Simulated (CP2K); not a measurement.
The F K edge of oxygen difluoride was computed by TDDFT (CP2K XAS_TDP, aug-cc-pVTZ, TDA) at these levels: PBE0, PBEh(45%) and PBEh(45%) + GW2X. The first three lines of F1 (bonded to O) with a strength over 0.0015, energy in eV and strength:

```tsv
run	first	second	third
1	669.41 (0.054)	671.98 (0.006)	676.65 (0.002)
2	677.50 (0.064)	682.78 (0.005)	686.90 (0.002)
3	681.57 (0.063)	686.86 (0.005)	690.97 (0.002)
```

Which run is which?

Run 1: PBE0 (25 % exact exchange). Run 2: PBEh(45%) (45 % exact exchange). Run 3: PBEh(45%) + GW2X (45 % exact exchange). Self-interaction lifts the core level, so the uncorrected lines rise with the share of exact exchange. The GW2X run keeps the spacings of its parent: 5.29 eV between the first two lines in run 3, 5.28 eV in run 2. Its shift is +4.07 eV, since the Kohn–Sham level at this share of exchange lies that far above the quasiparticle level.

[Banner, clock and machine lines of the logs are left out without a mark of their own.]

[Logs are printed without paths, hosts, clocks, repeated set-up lines and the standing remarks that a program may print on its own settings, such as how far it seeks lower states.]

[Hosts, paths, dates, database ids (printed as entryN), source tags and the programs' standing remarks are cut or masked in the printed files.]
